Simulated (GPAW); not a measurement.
## Core-hole calculation of the O K edge in TaO2 (P4_2/mnm)

What does one-electron theory with a core hole give for the O K edge of TaO2 (P4_2/mnm)?

Main program and level: GPAW 26.7.0; X-ray absorption from dipole matrix elements to empty bands, plane-wave PAW LDA, without spin-orbit coupling.

## 1. Starting point

The structure is tetragonal, space group P4_2/mnm (No. 136). The conventional cell has a = 5.007 Å, b = 5.007 Å, c = 2.876 Å, α = 90.00°, β = 90.00°, γ = 90.00°. Nearest to Ta lie 6 O at 2.02 to 2.09 Å. O has 3 Ta at 2.02 to 2.09 Å nearest. Farther neighbours and most contacts between anions are not listed.

Coordinates:

```
Ta O
1.0
     5.00715    0.00000    0.00000
     0.00000    5.00715    0.00000
     0.00000    0.00000    2.87610
Ta O
2 4
Direct
  0.50000 0.50000 0.00000
  0.00000 0.00000 0.50000
  0.78528 0.78528 0.00000
  0.21472 0.21472 0.00000
  0.28528 0.71472 0.50000
  0.71472 0.28528 0.50000
```

## 2. Ground state of the crystal

A plain self-consistent run shows whether there is a gap, which decides the set-up of the core-hole run.

scf.py

```python
import numpy as np
from ase import Atoms
from ase.parallel import parprint, paropen
from gpaw import GPAW, PW, FermiDirac, Mixer, MixerDif, setup_paths
from gpaw.test import gen
setup_paths.insert(0, '.')
gen('O', name='nch1s', xcname='LDA', corehole=(1, 0, 0), write_xml=True)
from gpaw.mpi import world
world.barrier()

atoms = Atoms('Ta2O4',
    cell=[[5.007146, 0, 0],
     [0, 5.007146, 0],
     [0, 0, 2.876101]],
    scaled_positions=[[0.5, 0.5, 0],
     [0, 0, 0.5],
     [0.785276, 0.785276, 0],
     [0.214724, 0.214724, 0],
     [0.285276, 0.714724, 0.5],
     [0.714724, 0.285276, 0.5]],
    pbc=True)
atoms.calc = calc = GPAW(legacy_gpaw=True, mode=PW(500, force_complex_dtype=True), xc='LDA', setups={2: 'nch1s'},
    kpts={'size': (5, 5, 9), 'gamma': True}, occupations=FermiDirac(0.05),
    charge=0, mixer=Mixer(0.1, 5, 50), maxiter=150,
    convergence={'density': 0.0001, 'eigenstates': 1e-6}, txt='scf.txt')
energy = atoms.get_potential_energy() + calc.get_reference_energy()
ef = calc.get_fermi_level()
out = dict(energy=energy, fermi=ef, forces=atoms.get_forces().tolist())
parprint(f'all-electron energy {energy:.4f} eV, Fermi level {ef:.4f} eV')
ev = np.array([[calc.get_eigenvalues(k, s) for k in range(len(calc.get_ibz_k_points()))] for s in range(calc.get_number_of_spins())])
out['homo'], out['lumo'], out['counts'] = ev[ev < ef].max(), ev[ev > ef].min(), sorted(set((ev < ef).sum((0, 2)).tolist()))
out['filled'] = (ev[:, 0] < ef).sum(1).tolist()
import json
with paropen('out.json', 'w') as f:
    json.dump(out, f)
```

Launch:

```sh
> OMP_NUM_THREADS=1 mpirun -n 4 gpaw python scf.py
```

Numbers of over 12 decimals in the logs are rounded to 6 here.

The log of the run:

```text
Input parameters:
  convergence: {density: 0.0001,
                eigenstates: 1e-06}
  kpts: {gamma: True,
         size: (5, 5, 9)}
  maxiter: 150
  mixer: {backend: pulay,
          beta: 0.1,
          method: separate,
          nmaxold: 5,
          weight: 50}
  mode: {ecut: 500.0,
         force_complex_dtype: True,
         name: pw}
  occupations: {fixmagmom: False,
                name: fermi-dirac,
                width: 0.05}
  setups: {2: nch1s}

Initialize ...

[... PAW data sets ...]

Reference energy: -855956.271437  # eV

Spin-paired calculation

[... convergence settings ...]
Symmetries present (total): 4
  [... symmetry matrices ...]

225 k-points: 5 x 5 x 9 Monkhorst-Pack grid
45 k-points in the irreducible part of the Brillouin zone
       k-points in crystal coordinates                weights
   0:     0.00000000    0.00000000    0.00000000          1/225
   1:     0.00000000    0.00000000    0.11111111          2/225
   2:     0.00000000    0.00000000    0.22222222          2/225
   3:     0.00000000    0.00000000    0.33333333          2/225
   4:     0.00000000    0.00000000    0.44444444          2/225
   5:     0.20000000   -0.20000000    0.00000000          2/225
   6:     0.20000000   -0.20000000    0.11111111          4/225
   7:     0.20000000   -0.20000000    0.22222222          4/225
   8:     0.20000000   -0.20000000    0.33333333          4/225
   9:     0.20000000   -0.20000000    0.44444444          4/225
          ...
  44:     0.40000000    0.40000000    0.44444444          4/225

Wave functions: Plane wave expansion
  Cutoff energy: 500.000 eV
  Number of coefficients (min, max): 1815, 1851
  Pulay-stress correction: 0.000000 eV/Ang^3 (de/decut=0.000000)
  Using FFTW library
  Wavefunction extrapolation:
    Improved wavefunction reuse through dual PAW basis

Occupation numbers: Fermi-Dirac:
  width: 0.0500  # eV

Eigensolver
   Davidson(niter=2)

Densities:
  Coarse grid: 27*27*15 grid
  Fine grid: 54*54*30 grid
  Total Charge: 0.000000

Density mixing:
  Method: separate
  Backend: pulay
  Linear mixing parameter: 0.1
  old densities: 5
  Width of damping distribution: 1.1
  Damping of long wavelength oscillations: 50

[... Hamiltonian set-up ...]
Number of atoms: 6
Number of atomic orbitals: 42
Number of bands in calculation: 34
Number of valence electrons: 50
Bands to converge: occupied

... initialized

Initializing position-dependent things.

Density initialized from atomic densities
Creating initial wave functions:
  34 bands from LCAO basis set

Positions:
   0 Ta     2.503573    2.503573    0.000000    ( 0.0000,  0.0000,  0.0000)
   1 Ta     0.000000    0.000000    1.438050    ( 0.0000,  0.0000,  0.0000)
   2 O      3.931992    3.931992    0.000000    ( 0.0000,  0.0000,  0.0000)
   3 O      1.075154    1.075154    0.000000    ( 0.0000,  0.0000,  0.0000)
   4 O      1.428419    3.578727    1.438050    ( 0.0000,  0.0000,  0.0000)
   5 O      3.578727    1.428419    1.438050    ( 0.0000,  0.0000,  0.0000)

Unit cell:
           periodic     x           y           z      points  spacing
  1. axis:    yes    5.007146    0.000000    0.000000    27     0.1854
  2. axis:    yes    0.000000    5.007146    0.000000    27     0.1854
  3. axis:    yes    0.000000    0.000000    2.876101    15     0.1917

  Lengths:   5.007146   5.007146   2.876101
  Angles:   90.000000  90.000000  90.000000

Effective grid spacing dv^(1/3) = 0.1875

iter:   1   -66.152085
iter:   2   -62.894196   -0.91  -0.94
iter:   3   -60.192257   -0.40  -1.06
iter:   4   -60.331022   -1.78  -1.44
iter:   5   -60.093778   -1.68  -1.44
iter:   6   -60.124430   -1.98  -2.40
iter:   7   -60.096908   -2.25  -2.14
iter:   8   -60.089151   -3.11  -2.37
iter:   9   -60.088323c  -4.72  -2.86
iter:  10   -60.088323c  -3.81  -3.07
iter:  11   -60.088009c  -4.60  -3.18
iter:  12   -60.087993c  -6.36c -3.66
iter:  13   -60.087992c  -6.22c -3.99
iter:  14   -60.087992c  -7.94c -4.43c

Converged after 14 iterations.

Dipole moment: (0.000000, 0.000000, -0.000000) |e|*Ang

Energy contributions relative to reference atoms: (reference = -855956.271437)

Kinetic:        +24.285986
Potential:      -33.681346
External:        +0.000000
XC:             -50.451955
Entropy (-ST):   -0.023948
Local:           -0.228702
SIC:             +0.000000
--------------------------
Free energy:    -60.099966
Extrapolated:   -60.087992

Showing only first 2 kpts
 Kpt  Band  Eigenvalues  Occupancy
  0    23      5.72379    2.00000
  0    24      6.98693    2.00000
  0    25      7.36807    2.00000
  0    26      9.13623    0.00193

  1    23      5.66665    2.00000
  1    24      7.48192    2.00000
  1    25      7.81224    2.00000
  1    26      9.10740    0.00343

Fermi level: 8.78900

No gap
No difference between direct/indirect transitions

Forces in eV/Ang:
  0 Ta   -0.00000   -0.00000    0.00000
  1 Ta    0.00000    0.00000    0.00000
  2 O     0.29514    0.29514    0.00000
  3 O    -0.29514   -0.29514    0.00000
  4 O     0.30592   -0.30592    0.00000
  5 O    -0.30592    0.30592    0.00000
Scalar-relativistic atomic LDA calculation for O (Oxygen, Z=8)
Core hole in 1s state (1s occupation: 2.0)
300 radial gridpoints.
|------------------------------------------------|
|------------------------------------------------|
[... the atom generator's iteration count ...]

Energy contributions:
-------------------------
Kinetic:      +74.266897
XC:            -7.772280
Potential:   -141.018865
-------------------------
Total:        -74.524248

state      eigenvalue         ekin         rmax
-----------------------------------------------
1s^2.0 :   -18.772897    28.821965        0.130
2s^2.0 :    -0.872866     3.204810        0.874
2p^4.0 :    -0.337925     2.553337        0.813
-----------------------------------------------
(units: Bohr and Hartree)

Generating PAW setup
Kinetic energy of the core from tauc = 57.689706
Cutoffs:
rc(s)=1.300
rc(p)=1.130
rc(d)=1.170
rc(vbar)=1.300
rc(comp)=1.260
rc(nct)=1.300

Kinetic energy of the core states: 57.643930
Charge: 0.0
Core electrons: 2.0
Valence electrons: 6.0
Pseudo-core charge: 0.000776
Shape function alpha=6.299
Pseudo-electron charge 5.666261
state    eigenvalue         norm
--------------------------------
2s(2) :    -0.872866     1.079797
*s    :     0.127134
2p(4) :    -0.337925     0.876472
*p    :     0.662075
*d    :     0.000000
--------------------------------

Diagonalizing with gridspacing h=0.050

state   all-electron     PAW
-------------------------------
2s:      -0.872866    -0.873954
2p:      -0.337925    -0.341740
*d:                    0.050276
*f:                    0.077289
-------------------------------
all-electron energy -856016.3594 eV, Fermi level 8.7890 eV
```

The job ended after 15 s (4 MPI ranks of Intel Xeon Platinum 8488C (Sapphire Rapids), shared host; peak memory 0.21 GiB).

The mesh shows no gap, so the system is treated as a metal and the core electron is put at the Fermi level (neutral cell).

## 3. Spectrum without a core hole, O atom 3

Without a hole the spectrum is the empty density of states of the right symmetry on the absorber, weighted by matrix elements. It needs only the small cell and serves as the baseline. The data set with a hole of occupation 0 only carries the core orbital.

The absorber has 1 Ta at 2.02 Å and 2 Ta at 2.09 Å (distorted trigonal planar, site symmetry m2m).

xas.py

```python
import numpy as np
from ase import Atoms
from ase.parallel import parprint, paropen
from gpaw import GPAW, PW, FermiDirac, Mixer, MixerDif, setup_paths
from gpaw.test import gen
setup_paths.insert(0, '.')
gen('O', name='nch1s', xcname='LDA', corehole=(1, 0, 0), write_xml=True)
from gpaw.mpi import world
world.barrier()

atoms = Atoms('Ta2O4',
    cell=[[5.007146, 0, 0],
     [0, 5.007146, 0],
     [0, 0, 2.876101]],
    scaled_positions=[[0.5, 0.5, 0],
     [0, 0, 0.5],
     [0.785276, 0.785276, 0],
     [0.214724, 0.214724, 0],
     [0.285276, 0.714724, 0.5],
     [0.714724, 0.285276, 0.5]],
    pbc=True)
atoms.calc = calc = GPAW(legacy_gpaw=True, mode=PW(500, force_complex_dtype=True), xc='LDA', setups={2: 'nch1s'},
    kpts={'size': (7, 7, 12), 'gamma': True}, occupations=FermiDirac(0.1),
    charge=0, mixer=Mixer(0.1, 5, 50), maxiter=150,
    convergence={'density': 0.0001, 'eigenstates': 1e-6}, txt='scf.txt')
energy = atoms.get_potential_energy() + calc.get_reference_energy()
ef = calc.get_fermi_level()
out = dict(energy=energy, fermi=ef, forces=atoms.get_forces().tolist())
parprint(f'all-electron energy {energy:.4f} eV, Fermi level {ef:.4f} eV')
ev = np.array([[calc.get_eigenvalues(k, s) for k in range(len(calc.get_ibz_k_points()))] for s in range(calc.get_number_of_spins())])
out['homo'], out['lumo'], out['counts'] = ev[ev < ef].max(), ev[ev > ef].min(), sorted(set((ev < ef).sum((0, 2)).tolist()))
out['filled'] = (ev[:, 0] < ef).sum(1).tolist()

from ase.units import Ha
from gpaw.xas import dipole_matrix_elements
nb = int(calc.get_number_of_electrons() / 2) + 56
top, nb = nb, nb + 8 + nb // 12
nscf = calc.fixed_density(kpts={'size': (6, 6, 10), 'gamma': True}, nbands=nb,
    convergence={'bands': top, 'eigenstates': 5e-3}, maxiter=60, txt='nscf.txt')
cell = atoms.cell.array
ops = [cell.T @ U.T @ np.linalg.inv(cell.T) for U in nscf.wfs.kd.symmetry.op_scc]
E = np.arange(-25, 34, 0.1)
fwhm = np.interp(E, [4, 25], [0.9, 3.5])
Y, X, zero, highest = 0, 0, 1e9, 1e9
for spin in range(nscf.get_number_of_spins()):
    wfs = nscf.wfs
    mine = wfs.bd.get_slice()  # this rank's bands
    A = dipole_matrix_elements(wfs.setups[2])
    eps = np.zeros((wfs.kd.nibzkpts, nb))
    d = np.zeros((3, A.shape[1], wfs.kd.nibzkpts, nb), complex)
    for kpt in wfs.kpt_u:
        if kpt.s == spin and 2 in kpt.P_ani:
            eps[kpt.k, mine] = kpt.eps_n * Ha
            d[:, :, kpt.k, mine] = (kpt.weight * wfs.nspins / 2) ** 0.5 * np.inner(A, kpt.P_ani[2])
    world.sum(eps)
    world.sum(d)
    T = np.einsum('amkn,bmkn->abkn', d, d.conj()).real
    T = sum(np.einsum('ai,ijkn,bj->abkn', R, T, R) for R in ops) / len(ops)
    empty = eps > ef
    zero, highest = min(zero, eps[empty].min()), min(highest, eps[:, top - 1].min())
    lines = [(eps, T, empty)] if spin == 0 else lines + [(eps, T, empty)]
for eps, T, empty in lines:
    f = np.einsum('aakn->akn', T).reshape(3, -1)
    x = eps.ravel() - zero
    w = np.interp(x, E, fwhm) / 2.35482
    g = np.exp(-0.5 * ((E[:, None] - x) / w) ** 2) / (w * (2 * np.pi) ** 0.5)
    Y = Y + (f * empty.ravel()) @ g.T
    X = X + (f * ~empty.ravel()) @ g.T
out.update(E=E.round(2).tolist(), xas=Y.tolist(), xes=X.tolist(), zero=zero, valid=highest - zero, nk=len(eps), nb=nb)
for i in range(0, len(E), 10):
    parprint(f'{E[i]:7.2f}', *(f'{v:10.3e}' for v in Y[:, i]))
import json
with paropen('out.json', 'w') as f:
    json.dump(out, f)
```

Launch:

```sh
> OMP_NUM_THREADS=1 mpirun -n 4 gpaw python xas.py
```

The log of the run:

```text
Input parameters:
  convergence: {density: 0.0001,
                eigenstates: 1e-06}
  kpts: {gamma: True,
         size: (7, 7, 12)}
  maxiter: 150
  mixer: {backend: pulay,
          beta: 0.1,
          method: separate,
          nmaxold: 5,
          weight: 50}
  mode: {ecut: 500.0,
         force_complex_dtype: True,
         name: pw}
  occupations: {fixmagmom: False,
                name: fermi-dirac,
[...]
*p    :     0.662075
*d    :     0.000000
--------------------------------

Diagonalizing with gridspacing h=0.050

state   all-electron     PAW
-------------------------------
2s:      -0.872866    -0.873954
2p:      -0.337925    -0.341740
*d:                    0.050276
*f:                    0.077289
-------------------------------
all-electron energy -856016.3673 eV, Fermi level 8.7185 eV
[...]
32.00  1.007e-04  1.007e-04  9.810e-05
  33.00  1.171e-04  1.171e-04  1.095e-04
[key lines of the parts left out:]
Converged after 13 iterations.
Dipole moment: (0.000000, 0.000000, -0.000000) |e|*Ang
Free energy:    -60.135068
Fermi level: 8.71854
```

It took 54 s on 4 MPI ranks; peak memory 0.38 GiB; 3.6 min of CPU time.

The O K spectrum, O atom 3, no core hole (energy from the lowest empty level; intensity scaled to a mean of 1 over the first 20 eV; polarised curves are means over the symmetry-equivalent atoms):

```tsv
E (eV)	isotropic	ε ⊥ c	ε ∥ c
-2.0	0.00	0.00	0.00
-1.0	0.00	0.00	0.00
0.0	0.45	0.46	0.44
1.0	0.82	0.87	0.73
2.0	1.56	1.94	0.81
3.0	0.82	0.96	0.55
4.0	0.53	0.37	0.85
5.0	1.19	0.65	2.25
6.0	1.46	0.93	2.53
7.0	1.48	1.54	1.35
8.0	1.74	2.02	1.19
9.0	1.47	1.77	0.87
10.0	1.36	1.68	0.72
11.0	1.52	1.70	1.14
12.0	1.41	1.21	1.81
13.0	1.05	0.78	1.60
14.0	0.73	0.63	0.94
15.0	0.50	0.49	0.54
16.0	0.36	0.36	0.37
17.0	0.33	0.34	0.32
18.0	0.40	0.41	0.37
19.0	0.54	0.55	0.54
20.0	0.66	0.64	0.69
21.0	0.65	0.63	0.68
22.0	0.56	0.58	0.52
23.0	0.47	0.53	0.35
24.0	0.42	0.50	0.27
25.0	0.40	0.47	0.28
26.0	0.42	0.45	0.36
27.0	0.50	0.50	0.49
28.0	0.61	0.60	0.64
29.0	0.72	0.69	0.78
30.0	0.81	0.77	0.87
31.0	0.93	0.90	0.97
32.0	1.11	1.12	1.09
```

Main maxima below 24 eV (height): 2.0 eV (1.56), 5.7 eV (1.54), 7.8 eV (1.76), 11.3 eV (1.54) and 20.4 eV (0.67). A K edge sees empty p states; the first features are O p mixed into the empty d states of the Ta neighbours, and the broad ones above probably into the cations' higher empty bands.

The same matrix elements for filled bands give the O K emission of O atom 3 (ground-state approximation; energy from the lowest empty level, largest value 1):

```tsv
E (eV)	emission
-24.00	0.00
-23.25	0.00
-22.50	0.00
-21.75	0.00
-21.00	0.00
-20.25	0.00
-19.50	0.00
-18.75	0.00
-18.00	0.00
-17.25	0.00
-16.50	0.00
-15.75	0.00
-15.00	0.00
-14.25	0.00
-13.50	0.00
-12.75	0.00
-12.00	0.00
-11.25	0.00
-10.50	0.00
-9.75	0.00
-9.00	0.08
-8.25	0.42
-7.50	0.59
-6.75	0.60
-6.00	0.70
-5.25	0.94
-4.50	1.00
-3.75	0.68
-3.00	0.12
-2.25	0.00
-1.50	0.02
-0.75	0.05
0.00	0.03
0.75	0.00
1.50	0.00
2.25	0.00
3.00	0.00
```

Emission maxima: -4.6 eV (1.00).

## 4. Supercell without a hole, the energy reference

The photon energy needs a difference of total energies, so the cell and mesh of the coming hole run are first run without a hole.

Changes to scf.py since step 2:

```diff
@@ -10,15 +10,21 @@
 
-atoms = Atoms('Ta2O4',
-    cell=[[5.007146, 0, 0],
-     [0, 5.007146, 0],
-     [0, 0, 2.876101]],
-    scaled_positions=[[0.5, 0.5, 0],
-     [0, 0, 0.5],
-     [0.785276, 0.785276, 0],
-     [0.214724, 0.214724, 0],
-     [0.285276, 0.714724, 0.5],
-     [0.714724, 0.285276, 0.5]],
+atoms = Atoms('Ta4O8',
+    cell=[[0, 0, 5.752202],
+     [5.007146, 0, 2.876101],
+     [0, 5.007146, 2.876101]],
+    scaled_positions=[[0.5, 0.5, 0.5],
+     [0, 0.5, 0.5],
+     [0.25, 0, 0],
+     [0.75, 0, 0],
+     [0.214724, 0.785276, 0.785276],
+     [0.714724, 0.785276, 0.785276],
+     [0.785276, 0.214724, 0.214724],
+     [0.285276, 0.214724, 0.214724],
+     [0.75, 0.285276, 0.714724],
+     [0.25, 0.285276, 0.714724],
+     [0.75, 0.714724, 0.285276],
+     [0.25, 0.714724, 0.285276]],
     pbc=True)
-atoms.calc = calc = GPAW(legacy_gpaw=True, mode=PW(500, force_complex_dtype=True), xc='LDA', setups={2: 'nch1s'},
-    kpts={'size': (5, 5, 9), 'gamma': True}, occupations=FermiDirac(0.05),
+atoms.calc = calc = GPAW(legacy_gpaw=True, mode=PW(500, force_complex_dtype=True), xc='LDA', setups={4: 'nch1s'},
+    kpts={'size': (5, 5, 5), 'gamma': True}, occupations=FermiDirac(0.1),
     charge=0, mixer=Mixer(0.1, 5, 50), maxiter=150,
```

Launch:

```sh
> OMP_NUM_THREADS=1 mpirun -n 4 gpaw python scf.py
```

The log of the run:

```text
Input parameters:
  convergence: {density: 0.0001,
                eigenstates: 1e-06}
  kpts: {gamma: True,
         size: (5, 5, 5)}
  maxiter: 150
  mixer: {backend: pulay,
          beta: 0.1,
          method: separate,
          nmaxold: 5,
          weight: 50}
  mode: {ecut: 500.0,
         force_complex_dtype: True,
         name: pw}
  occupations: {fixmagmom: False,
                name: fermi-dirac,
[...]
2s(2) :    -0.872866     1.079797
*s    :     0.127134
2p(4) :    -0.337925     0.876472
*p    :     0.662075
*d    :     0.000000
--------------------------------

Diagonalizing with gridspacing h=0.050

state   all-electron     PAW
-------------------------------
2s:      -0.872866    -0.873954
2p:      -0.337925    -0.341740
*d:                    0.050276
*f:                    0.077289
-------------------------------
all-electron energy -1712032.6897 eV, Fermi level 8.7395 eV
[key lines of the parts left out:]
Converged after 14 iterations.
Dipole moment: (0.000000, 0.000000, -0.000000) |e|*Ang
Free energy:   -120.237667
Fermi level: 8.73954
```

Elapsed: 36 s, on 4 MPI ranks; peak memory 0.28 GiB; 2.4 min of CPU time.

Reference energy: -1712032.690 eV with the cores included.

(Part 1 of 3 ends here.)

[Banner, clock and machine lines of the logs are left out without a mark of their own.]

[Logs are printed without paths, hosts, clocks, repeated set-up lines and the standing remarks that a program may print on its own settings, such as how far it seeks lower states.]

[Hosts, paths, dates, database ids (printed as entryN), source tags and the programs' standing remarks are cut or masked in the printed files.]

[Lists of maxima count a maximum above −3 eV only where it reaches 4 % of the highest in the window and stands out from its surroundings by 2 % of it (1.5 % where it reaches 55 %); shoulders and weaker maxima are passed over, and of the rest the first, up to two pre-edge ones and the few strongest are named.]
